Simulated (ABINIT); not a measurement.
# A GW chain in ABINIT: CsGeCl3 (R3m), part 2 of 3

How does a plane-wave GW calculation on CsGeCl3 (R3m) run from the first input to the gap?

ABINIT 10.8.3; LDA and many-body steps on it, plane waves. Known limits of the many-body steps: not at the basis limit; no spin-orbit coupling; coarse k mesh.

So far. Step 2 (Ground state): The gap is direct, at (0.500, 0.500, 0.500).

## Step 3: Bands along the symmetry lines

Level of this step: DFT, LDA, plane waves, norm-conserving pseudopotentials (ABINIT).

Levels along a band path, at the cheap level, show where the edges lie and whether the meshes to come will hold them.

run.abi

```
acell 3*1.0 Angstrom
rprim 
  3.846816390705 2.220960478697 3.178300533600
  -3.846816390705 2.220960478697 3.178300533600
  -0.000000000000 -4.441920957394 3.178300533600
ntypat 3
znucl 55 32 17
natom 5
typat 1 2 3 3 3
xred 
  0.998403350000 0.998403350000 0.998403350000
  0.515533150000 0.515533150000 0.515533150000
  0.496712670000 0.496712670000 0.948638170000
  0.496712670000 0.948638170000 0.496712670000
  0.948638170000 0.496712670000 0.496712670000
pp_dirpath "pseudos"
pseudos "Cs.upf, Ge.upf, Cl.upf"
ecut 56
iscf -2
irdden 1
kptopt 0
nkpt 31
kpt 
  0.00000000 0.00000000 0.00000000
  0.12500000 0.12500000 0.12500000
  0.25000000 0.25000000 0.25000000
  0.37500000 0.37500000 0.37500000
  0.50000000 0.50000000 0.50000000
  0.50194906 0.49805094 0.50000000
  0.50389812 0.49610188 0.50000000
  0.50584718 0.49415282 0.50000000
  0.50779624 0.49220376 0.50000000
  0.50000000 -0.49220376 0.49220376
  0.50000000 -0.36915282 0.36915282
  0.50000000 -0.24610188 0.24610188
  0.50000000 -0.12305094 0.12305094
  0.50000000 0.00000000 0.00000000
  0.37500000 0.00000000 0.00000000
  0.25000000 0.00000000 0.00000000
  0.12500000 0.00000000 0.00000000
  0.00000000 0.00000000 0.00000000
  0.12402547 -0.12402547 0.00000000
  0.24805094 -0.24805094 0.00000000
  0.37207641 -0.37207641 0.00000000
  0.49610188 -0.49610188 -0.00000000
  0.50389812 0.00000000 0.49610188
  0.50292359 0.00000000 0.49707641
  0.50194906 0.00000000 0.49805094
  0.50097453 0.00000000 0.49902547
  0.50000000 0.00000000 0.50000000
  0.37500000 0.00000000 0.37500000
  0.25000000 0.00000000 0.25000000
  0.12500000 0.00000000 0.12500000
  0.00000000 0.00000000 0.00000000
istwfk *1
nband 33
nbdbuf 2
tolwfr 1e-08
nstep 40
prtwf 0
prtvol 0
indata_prefix "in"
outdata_prefix "out"
tmpdata_prefix "tmp"
```

On the command line:

```sh
> OMP_NUM_THREADS=1 mpirun -n 4 abinit run.abi > log
```

Numbers of over 12 decimals in the logs are rounded to 6 here.

Output:

```text
.Version 10.8.3 of ABINIT. v10.8.2 released Aug 2026.

 Symmetries : space group R3 m (#160); Bravais hR (rhombohedral)
[... echo of the input left out ...]
== DATASET  1 ==================================================================
-   mpi_nproc: 4, omp_nthreads: 1 (-1 if OMP is not activated)

--- !DatasetInfo
iteration_state: {dtset: 1, }
dimensions: {natom: 5, nkpt: 31, mband: 33, nsppol: 1, nspinor: 1, nspden: 1, mpw: 22076, }
cutoff_energies: {ecut:  56.0, pawecutdg:  -1.0, }
electrons: {nelect:   5.20000000E+01, charge:   0.00000000E+00, occopt:   1.00000000E+00, tsmear:   1.00000000E-02, }

 Real(R)+Recip(G) space primitive vectors, cartesian coordinates (Bohr,Bohr^-1):
 R(1)=  7.2694294  4.1970070  6.0061176  G(1)=  0.0687812  0.0397108  0.0554990
 R(2)= -7.2694294  4.1970070  6.0061176  G(2)= -0.0687812  0.0397108  0.0554990
 R(3)=  0.0000000 -8.3940141  6.0061176  G(3)=  0.0000000 -0.0794217  0.0554990
 Unit cell volume ucvol=  1.0994743E+03 bohr^3
 Angles (23,13,12)=  8.95462282E+01  8.95462282E+01  8.95462282E+01 degrees

 getcut: wavevector=  0.0000  0.0000  0.0000  ngfft=  72  72  72
         ecut(hartree)=     56.000   => boxcut(ratio)=   2.07090

--- Pseudopotential description ------------------------------------------------
- Cs Generated using ONCVPSP code by D. R. Hamann
- 55.00000   9.00000  201201                  znucl, zion, pspdat
12 -1012 3 -1 2328                            pspcod,pspxc,lmax,lloc,mmax
     nproj     2     2     2     2
  pspatm : epsatm=   21.68725381
         --- l  ekb(1:nproj) -->
             0    6.247599    0.778427
             1    6.343167    0.797067
             2    3.778962    0.917083
[...]
pspatm: atomic psp has been read  and splines computed

- Ge Generated using ONCVPSP code by D. R. Hamann
- 32.00000  22.00000  201201                  znucl, zion, pspdat
12 -1012 2 -1 1524                            pspcod,pspxc,lmax,lloc,mmax
     nproj     2     2     2     0
  pspatm : epsatm=   22.63792625
         --- l  ekb(1:nproj) -->
[...]
pspatm: atomic psp has been read  and splines computed

- Cl Generated using ONCVPSP code by D. R. Hamann
- 17.00000   7.00000  180309                  znucl, zion, pspdat
12 -1012 2 -1 1016                            pspcod,pspxc,lmax,lloc,mmax
     nproj     2     2     2     0
  pspatm : epsatm=    8.88507506
         --- l  ekb(1:nproj) -->
[...]
pspatm: atomic psp has been read  and splines computed

--------------------------------------------------------------------------------

================================================================================
 prteigrs : about to open file out_EIG
 Non-SCF case, kpt    1 (  0.00000  0.00000  0.00000), residuals and eigenvalues=
  8.59E-09  3.11E-09  8.74E-09  8.35E-09  4.03E-09  6.47E-09  2.74E-09  7.32E-09
[...]
Non-SCF case, kpt   30 (  0.12500  0.00000  0.12500), residuals and eigenvalues=
[...]
Non-SCF case, kpt   31 (  0.00000  0.00000  0.00000), residuals and eigenvalues=
[...]
-1.1039E-01 -7.8766E-02 -2.9796E-02 -2.9796E-02 -2.3156E-02 -1.9345E-02
 -1.9345E-02 -1.2493E-02  1.9037E-01  2.2266E-01  2.2266E-01  2.4897E-01
[...]
--- !ResultsGS
iteration_state: {dtset: 1, }
comment   : Summary of ground state results
lattice_vectors:
- [  7.2694294,   4.1970070,   6.0061176, ]
- [ -7.2694294,   4.1970070,   6.0061176, ]
- [ -0.0000000,  -8.3940141,   6.0061176, ]
lattice_lengths: [  10.32148,   10.32148,   10.32148, ]
lattice_angles: [ 89.546,  89.546,  89.546, ] # degrees, (23, 13, 12)
lattice_volume:   1.0994743E+03
convergence: {deltae:  0.000E+00, res2:  0.000E+00, residm:  9.989E-09, diffor:  0.000E+00, }
etotal    :  -3.52333573E+02
entropy   :   0.00000000E+00
fermie    :   7.19807518E-02
cartesian_stress_tensor: null
pressure_GPa: null
xred      :
- [  9.9840E-01,   9.9840E-01,   9.9840E-01, Cs]
- [  5.1553E-01,   5.1553E-01,   5.1553E-01, Ge]
- [  4.9671E-01,   4.9671E-01,   9.4864E-01, Cl]
- [  4.9671E-01,   9.4864E-01,   4.9671E-01, Cl]
- [  9.4864E-01,   4.9671E-01,   4.9671E-01, Cl]
cartesian_forces: null
force_length_stats: {min: null, max: null, mean: null, }

 Integrated electronic density in atomic spheres:
 ------------------------------------------------
 Atom  Sphere_radius  Integrated_density
[...]
================================================================================

 ----iterations are completed or convergence reached----

 Mean square residual over all n,k,spin=   66.599E-10; max=  99.894E-10
 reduced coordinates (array xred) for    5 atoms
[...]
0.496712670000      0.948638170000      0.496712670000
       0.948638170000      0.496712670000      0.496712670000

 cartesian coordinates (angstrom) at end:
    1      0.000000     0.000000     9.519678
    2     -0.000000     0.000000     4.915558
    3     -0.000000    -2.007417     6.172461
    4     -1.738474     1.003709     6.172461
    5      1.738474     1.003709     6.172461
 length scales=  1.889726125908  1.889726125908  1.889726125908 bohr
              =  1.000000000000  1.000000000000  1.000000000000 angstroms
 prteigrs : about to open file out_EIG
 Eigenvalues (hartree) for nkpt=  31  k points:
 kpt#   1, nband= 33, wtk=  1.00000, kpt=  0.0000  0.0000  0.0000 (reduced coord)
[...]
kpt#   2, nband= 33, wtk=  1.00000, kpt=  0.1250  0.1250  0.1250 (reduced coord)
[...]
kpt#   3, nband= 33, wtk=  1.00000, kpt=  0.2500  0.2500  0.2500 (reduced coord)
[...]
kpt#  30, nband= 33, wtk=  1.00000, kpt=  0.1250  0.0000  0.1250 (reduced coord)
[...]
0.27141
 kpt#  31, nband= 33, wtk=  1.00000, kpt=  0.0000  0.0000  0.0000 (reduced coord)
[...]
-0.19166   -0.11039   -0.11039   -0.07877   -0.02980   -0.02980   -0.02316   -0.01935
  -0.01935   -0.01249    0.19037    0.22266    0.22266    0.24897    0.25604    0.25604
   0.28654

== END DATASET(S) ==============================================================
================================================================================

 -outvars: echo values of variables after computation  --------
            nband          33
             nkpt          31
          spgroup         160
 [... the other variables as echoed above ...]

 Calculation completed.
```

The job ended after 2.7 min (4 MPI ranks of Intel Xeon Platinum 8488C (Sapphire Rapids), shared host; peak memory 0.8 GiB).

This step gave:

```
gap                        : 1.975 eV
k of the valence top       : 0.5, 0.5, 0.5
k of the conduction bottom : 0.5078, 0.4922, 0.5
least direct gap           : 1.977 eV
```

The gap is 1.975 eV, −0.002 eV from the run before at this level.

Electronic bands along the path, in eV, zero at the top of the highest filled band:

```tsv
point	band 23	band 24	band 25	band 26	band 27	band 28	band 29	band 30
Γ	-2.59	-2.49	-2.49	-2.30	3.22	4.10	4.10	4.82
halfway	-2.43	-2.43	-2.38	-1.67	3.66	3.66	3.79	4.59
T	-2.21	-2.21	-2.15	0.00	1.98	1.98	2.00	5.07
halfway	-2.21	-2.21	-2.15	0.00	1.98	1.98	2.00	5.07
H2	-2.21	-2.21	-2.15	0.00	1.98	1.98	2.00	5.07
jump to H0	-2.21	-2.21	-2.15	0.00	1.98	1.98	2.00	5.07
halfway	-2.56	-2.46	-2.33	-1.04	2.40	3.59	3.73	5.09
L	-2.73	-2.62	-2.60	-1.57	2.82	4.54	5.03	5.18
halfway	-2.68	-2.60	-2.53	-2.06	3.77	4.23	4.51	4.59
Γ	-2.59	-2.49	-2.49	-2.30	3.22	4.10	4.10	4.82
halfway	-2.80	-2.56	-2.49	-1.77	3.83	4.03	4.50	4.89
S0	-2.68	-2.66	-2.19	-0.74	2.36	2.46	4.87	5.39
jump to S2	-2.68	-2.66	-2.19	-0.74	2.36	2.46	4.87	5.39
halfway	-2.68	-2.66	-2.19	-0.74	2.36	2.46	4.87	5.39
F	-2.68	-2.66	-2.19	-0.74	2.36	2.46	4.87	5.39
halfway	-2.67	-2.56	-2.39	-1.85	3.92	3.93	4.30	4.89
Γ	-2.59	-2.49	-2.49	-2.30	3.22	4.10	4.10	4.82
```

## Step 4: Empty states on the mesh, 2×2×2 mesh, 163 bands

The sums over transitions need many empty states on a uniform mesh; this step solves for them.

run.abi

```
acell 3*1.0 Angstrom
rprim 
  3.846816390705 2.220960478697 3.178300533600
  -3.846816390705 2.220960478697 3.178300533600
  -0.000000000000 -4.441920957394 3.178300533600
ntypat 3
znucl 55 32 17
natom 5
typat 1 2 3 3 3
xred 
  0.998403350000 0.998403350000 0.998403350000
  0.515533150000 0.515533150000 0.515533150000
  0.496712670000 0.496712670000 0.948638170000
  0.496712670000 0.948638170000 0.496712670000
  0.948638170000 0.496712670000 0.496712670000
pp_dirpath "pseudos"
pseudos "Cs.upf, Ge.upf, Cl.upf"
ecut 56
ngkpt 2 2 2
nshiftk 1
shiftk 0 0 0
kptopt 1
chksymbreak 0
iscf -2
irdden 1
istwfk *1
nband 163
nbdbuf 14
tolwfr 1e-09
nstep 60
prtvol 0
indata_prefix "in"
outdata_prefix "out"
tmpdata_prefix "tmp"
```

Output:

```text
.Version 10.8.3 of ABINIT. v10.8.2 released Aug 2026.

 Symmetries : space group R3 m (#160); Bravais hR (rhombohedral)
[... echo of the input left out ...]
== DATASET  1 ==================================================================
-   mpi_nproc: 4, omp_nthreads: 1 (-1 if OMP is not activated)

--- !DatasetInfo
iteration_state: {dtset: 1, }
dimensions: {natom: 5, nkpt: 4, mband: 163, nsppol: 1, nspinor: 1, nspden: 1, mpw: 22041, }
cutoff_energies: {ecut:  56.0, pawecutdg:  -1.0, }
electrons: {nelect:   5.20000000E+01, charge:   0.00000000E+00, occopt:   1.00000000E+00, tsmear:   1.00000000E-02, }

 Real(R)+Recip(G) space primitive vectors, cartesian coordinates (Bohr,Bohr^-1):
 R(1)=  7.2694294  4.1970070  6.0061176  G(1)=  0.0687812  0.0397108  0.0554990
 R(2)= -7.2694294  4.1970070  6.0061176  G(2)= -0.0687812  0.0397108  0.0554990
 R(3)=  0.0000000 -8.3940141  6.0061176  G(3)=  0.0000000 -0.0794217  0.0554990
 Unit cell volume ucvol=  1.0994743E+03 bohr^3
 Angles (23,13,12)=  8.95462282E+01  8.95462282E+01  8.95462282E+01 degrees

 getcut: wavevector=  0.0000  0.0000  0.0000  ngfft=  72  72  72
         ecut(hartree)=     56.000   => boxcut(ratio)=   2.07090

--- Pseudopotential description ------------------------------------------------
- Cs Generated using ONCVPSP code by D. R. Hamann
- 55.00000   9.00000  201201                  znucl, zion, pspdat
12 -1012 3 -1 2328                            pspcod,pspxc,lmax,lloc,mmax
     nproj     2     2     2     2
  pspatm : epsatm=   21.68725381
         --- l  ekb(1:nproj) -->
             0    6.247599    0.778427
             1    6.343167    0.797067
             2    3.778962    0.917083
[...]
pspatm: atomic psp has been read  and splines computed

- Ge Generated using ONCVPSP code by D. R. Hamann
- 32.00000  22.00000  201201                  znucl, zion, pspdat
12 -1012 2 -1 1524                            pspcod,pspxc,lmax,lloc,mmax
     nproj     2     2     2     0
  pspatm : epsatm=   22.63792625
         --- l  ekb(1:nproj) -->
[...]
pspatm: atomic psp has been read  and splines computed

- Cl Generated using ONCVPSP code by D. R. Hamann
- 17.00000   7.00000  180309                  znucl, zion, pspdat
12 -1012 2 -1 1016                            pspcod,pspxc,lmax,lloc,mmax
     nproj     2     2     2     0
  pspatm : epsatm=    8.88507506
         --- l  ekb(1:nproj) -->
[...]
pspatm: atomic psp has been read  and splines computed

--------------------------------------------------------------------------------

================================================================================
 prteigrs : about to open file out_EIG
 Non-SCF case, kpt    1 (  0.00000  0.00000  0.00000), residuals and eigenvalues=
  6.94E-10  1.80E-10  3.28E-10  1.66E-10  4.23E-10  5.10E-10  4.24E-10  6.25E-10
  8.36E-11  6.00E-10  1.06E-10  1.42E-10  1.71E-10  5.00E-10  3.09E-10  6.56E-10
  6.88E-10  1.14E-10  6.39E-10  2.99E-10  3.13E-10  9.06E-10  5.11E-10  2.15E-10
[...]
-5.9101E+00 -3.9867E+00 -3.9867E+00 -3.9853E+00 -8.3432E-01 -8.3432E-01
 -8.3291E-01 -8.3291E-01 -8.3209E-01 -7.0671E-01 -4.9768E-01 -4.6637E-01
 -4.6637E-01 -2.2011E-01 -2.1994E-01 -2.1994E-01 -1.9166E-01 -1.1039E-01
[...]
1.6536E+00  1.6618E+00  1.6618E+00  1.6781E+00  1.6781E+00  1.6833E+00
  1.6853E+00  1.6936E+00  1.7071E+00  1.7082E+00  1.7189E+00  1.7217E+00
  1.7307E+00
 prteigrs : prtvol=0 or 1, do not print more k-points.

--- !ResultsGS
iteration_state: {dtset: 1, }
comment   : Summary of ground state results
lattice_vectors:
- [  7.2694294,   4.1970070,   6.0061176, ]
- [ -7.2694294,   4.1970070,   6.0061176, ]
- [ -0.0000000,  -8.3940141,   6.0061176, ]
lattice_lengths: [  10.32148,   10.32148,   10.32148, ]
lattice_angles: [ 89.546,  89.546,  89.546, ] # degrees, (23, 13, 12)
lattice_volume:   1.0994743E+03
convergence: {deltae:  0.000E+00, res2:  0.000E+00, residm:  9.942E-10, diffor:  0.000E+00, }
etotal    :  -3.52333573E+02
entropy   :   0.00000000E+00
fermie    :   7.19807518E-02
cartesian_stress_tensor: null
pressure_GPa: null
xred      :
- [  9.9840E-01,   9.9840E-01,   9.9840E-01, Cs]
- [  5.1553E-01,   5.1553E-01,   5.1553E-01, Ge]
- [  4.9671E-01,   4.9671E-01,   9.4864E-01, Cl]
- [  4.9671E-01,   9.4864E-01,   4.9671E-01, Cl]
- [  9.4864E-01,   4.9671E-01,   4.9671E-01, Cl]
cartesian_forces: null
force_length_stats: {min: null, max: null, mean: null, }

 Integrated electronic density in atomic spheres:
 ------------------------------------------------
 Atom  Sphere_radius  Integrated_density
[...]
================================================================================

 ----iterations are completed or convergence reached----

 Mean square residual over all n,k,spin=   47.549E-11; max=  99.416E-11
 reduced coordinates (array xred) for    5 atoms
[...]
0.948638170000      0.496712670000      0.496712670000

 cartesian coordinates (angstrom) at end:
    1      0.000000     0.000000     9.519678
    2     -0.000000     0.000000     4.915558
    3     -0.000000    -2.007417     6.172461
    4     -1.738474     1.003709     6.172461
    5      1.738474     1.003709     6.172461
 length scales=  1.889726125908  1.889726125908  1.889726125908 bohr
              =  1.000000000000  1.000000000000  1.000000000000 angstroms
 prteigrs : about to open file out_EIG
 Eigenvalues (hartree) for nkpt=   4  k points:
 kpt#   1, nband=163, wtk=  0.12500, kpt=  0.0000  0.0000  0.0000 (reduced coord)
[...]
1.58297    1.58297    1.60138    1.60865    1.60865    1.61130    1.65365    1.66184
   1.66184    1.67808    1.67809    1.68332    1.68534    1.69356    1.70709    1.70817
   1.71885    1.72165    1.73073
 prteigrs : prtvol=0 or 1, do not print more k-points.

== END DATASET(S) ==============================================================
================================================================================

 -outvars: echo values of variables after computation  --------
            nband         163
             nkpt           4
          spgroup         160
 [... the other variables as echoed above ...]

 Calculation completed.
```

Elapsed: 2.9 min, on 4 MPI ranks; peak memory 0.71 GiB; 11 min of CPU time.

This step gave:

- gap: 1.977 eV
- k of the valence top: 0.5, 0.5, 0.5
- k of the conduction bottom: 0.5, 0.5, 0.5
- least direct gap: 1.977 eV
- k points computed: 4
- lowest point of the top converged band, above the valence top: 40.61 eV

On this mesh the gap is 1.977 eV.

## Step 5: Screening, 2×2×2 mesh, 149 bands, screening to 108.8 eV

The RPA dielectric matrix is built and inverted for each q.

This step: RPA screening on LDA, plane waves, norm-conserving pseudopotentials.

run.abi, as its differences from that of step 4:

```diff
@@ -23,10 +23,11 @@
 chksymbreak 0
-iscf -2
-irdden 1
 istwfk *1
-nband 163
-nbdbuf 14
-tolwfr 1e-09
-nstep 60
-prtvol 0
+occopt 1
+irdwfk 1
+optdriver 3
+nband 149
+ecuteps 4
+inclvkb 2
+awtr 1
+symchi 1
 indata_prefix "in"
```

Output:

```text
.Version 10.8.3 of ABINIT. v10.8.2 released Aug 2026.

 Symmetries : space group R3 m (#160); Bravais hR (rhombohedral)
[... echo of the input left out ...]
== DATASET  1 ==================================================================
-   mpi_nproc: 4, omp_nthreads: 1 (-1 if OMP is not activated)

--- !DatasetInfo
iteration_state: {dtset: 1, }
dimensions: {natom: 5, nkpt: 4, mband: 149, nsppol: 1, nspinor: 1, nspden: 1, mpw: 22041, }
cutoff_energies: {ecut:  56.0, pawecutdg:  -1.0, }
electrons: {nelect:   5.20000000E+01, charge:   0.00000000E+00, occopt:   1.00000000E+00, tsmear:   1.00000000E-02, }

 SCREENING: Calculation of the susceptibility and dielectric matrices

 Based on a program developped by R.W. Godby, V. Olevano, G. Onida, and L. Reining.
 Incorporated in ABINIT by V. Olevano, G.-M. Rignanese, and M. Torrent.
.Using double precision arithmetic ; gwpc =  8

[... cell and pseudopotentials left out ...]
--------------------------------------------------------------------------------

 ==== K-mesh for the wavefunctions ====
 Number of points in the irreducible wedge :     4
[... list of points left out ...]
 Together with  6 symmetry operations and time-reversal symmetry
 yields     8 points in the full Brillouin Zone.

 ==== Q-mesh for the screening function ====
 Number of points in the irreducible wedge :     4
[... list of points left out ...]
 Together with  6 symmetry operations and time-reversal symmetry
 yields     8 points in the full Brillouin Zone.

 setmesh: FFT mesh size selected  =    45x   45x   45
          total number of points  =        91125

 vcoul_init : cutoff-mode = AUXILIARY_FUNCTION
 q-points for optical limit:   1
     1)      0.000010    0.000020    0.000030

- screening: taking advantage of time-reversal symmetry
- Maximum band index for partially occupied states nbvw = 26
- Remaining bands to be divided among processors   nbcw = 123
- Number of bands treated by each node ~30

 Number of electrons calculated from density =   52.0000; Expected =   52.0000
 average of density, n =  0.047295
 r_s =    1.7154
 omega_plasma =   20.9780 [eV]

 calculating chi0 at frequencies [eV] :
  1    0.000000E+00    0.000000E+00
  2    0.000000E+00    2.097803E+01

--------------------------------------------------------------------------------
  q-point number  1        q = ( 0.000000, 0.000000, 0.000000) [r.l.u.]
--------------------------------------------------------------------------------
[... chi0 elements left out ...]
 For q-point:  0.000010 0.000020 0.000030
  dielectric constant =   5.9628
  dielectric constant without local fields =   7.2293

  Average fulfillment of the sum rule on Im[epsilon] for q-point    1 :     48.39  [%]
[... wings left out ...]
  q-point number  2        q = ( 0.500000, 0.000000, 0.000000) [r.l.u.]
--------------------------------------------------------------------------------
[... chi0 elements left out ...]
  Average fulfillment of the sum rule on Im[epsilon] for q-point    2 :     52.96  [%]

 [... 2 further q-points ...]
```

Run time: 83 s. Hardware: 4 MPI ranks; peak memory 2.8 GiB.

This step gave:

```yaml
eps_infinity_with_local_fields_on_this_mesh_along_the_program_s_q_direction: 5.963
the_same_without_local_fields: 7.229
plasma_frequency: 20.98 eV
plane_waves_in_the_screening_matrix: 437
```

Local fields lower ε∞ by 18 %. On a Γ-centred mesh this coarse the value itself is usually too large, while a short band sum pulls it down.

[end of part 2 of 3]

[Paths, hosts, dates, memory and timing lines, banners, echoed tables and standing remarks are left out of the program output.]

[Logs are printed without paths, hosts, clocks, repeated set-up lines and the standing remarks that a program may print on its own settings, such as how far it seeks lower states.]

[Runs of the session that timed out or met a known fault of the program may be left out.]

[Hosts, paths, dates, database ids (printed as entryN), source tags and the programs' standing remarks are cut or masked in the printed files.]

[G0W0 gaps are taken among the corrected bands and points alone; a level outside them can change the order at an edge.]

[Where Ansatz stands beside ABINIT at settings called matched, ABINIT's density can come from a denser mesh and the files from another edition; pairs whose starting gaps differed by over 0.03 eV were left out, so agreement reads better than it is.]
